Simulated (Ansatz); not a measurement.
# What went wrong? random wurtzite alloy of AlN and GaN (72 atoms)

Program: Ansatz 0.2.0. The cell: 22 Al, 36 N and 14 Ga.

input.yaml reads:

```yaml
crystal:
  lattice:
    - [9.4257, 0.0, 0.0]
    - [-4.71285, 8.1629, 0.0]
    - [0.0, 0.0, 10.1218]
  atoms:
    - { symbol: Al, position: [0.00176, 0.00211, 0.00107] }
    - { symbol: "N", position: [0.11097, 0.22511, 0.06032] }
    - { symbol: Al, position: [0.11106, 0.22216, 0.24811] }
    - { symbol: "N", position: [0.99675, 0.00158, 0.30879] }
    - { symbol: Ga, position: [0.00144, 0.00161, 0.49912] }
    - { symbol: "N", position: [0.10949, 0.22446, 0.56035] }
    - { symbol: Al, position: [0.11061, 0.22397, 0.74722] }
    - { symbol: "N", position: [0.003, 0.00473, 0.80899] }
    - { symbol: Al, position: [0.99935, 0.33639, 0.00045] }
    - { symbol: "N", position: [0.10477, 0.55227, 0.06014] }
    - { symbol: Al, position: [0.10872, 0.55463, 0.24849] }
    - { symbol: "N", position: [0.99881, 0.33457, 0.31069] }
    - { symbol: Ga, position: [0.00176, 0.33778, 0.49644] }
    - { symbol: "N", position: [0.11027, 0.55477, 0.56107] }
    - { symbol: Al, position: [0.10679, 0.55211, 0.74992] }
    - { symbol: "N", position: [0.99953, 0.33497, 0.80923] }
    - { symbol: Al, position: [0.99626, 0.66497, 0.99733] }
    - { symbol: "N", position: [0.11083, 0.88758, 0.05823] }
    [... 48 atom lines left out ...]
    - { symbol: Ga, position: [0.77632, 0.88645, 0.24942] }
    - { symbol: "N", position: [0.66815, 0.66564, 0.30972] }
    - { symbol: Al, position: [0.66676, 0.66089, 0.50288] }
    - { symbol: "N", position: [0.78008, 0.88808, 0.55618] }
    - { symbol: Ga, position: [0.77718, 0.88966, 0.74874] }
    - { symbol: "N", position: [0.6642, 0.66568, 0.80999] }
kpoints:
  mp_grid: { grid: [1, 1, 1] }
hamiltonian:
  xc: pbe
scf:
  occupations: { method: fixed }
  max_iter: 60
output:
  forces: true
accuracy: many
```

Command:

```bash
ansatz run input.yaml --threads 4 --pin off --max-ram 8192MiB --backend cpu --events-out ev --progress --plain --runs-dir out
```

Output:

```text
Error: YAML parse error: error: line 88 column 1: unknown variant `many`, expected one of low, medium, high
  --> <input>:88:1
   |
86 | output:
87 |   forces: true
88 | accuracy: many
   | ^ unknown variant `many`, expected one of low, medium, high
```

The job ended after 0.02 s (4 threads of Arm Neoverse V2, shared host; peak memory 0.021 GiB).

**Question.** What is wrong with this input, and how is it mended?

A value that the key doesn't take: accuracy = "many".

The fix is to take out accuracy.

The program refused it before any cycle.

[Logs are printed without paths, hosts, clocks, repeated set-up lines and the standing remarks that a program may print on its own settings, such as how far it seeks lower states.]

[Hosts, paths, dates, database ids (printed as entryN), source tags and the programs' standing remarks are cut or masked in the printed files.]
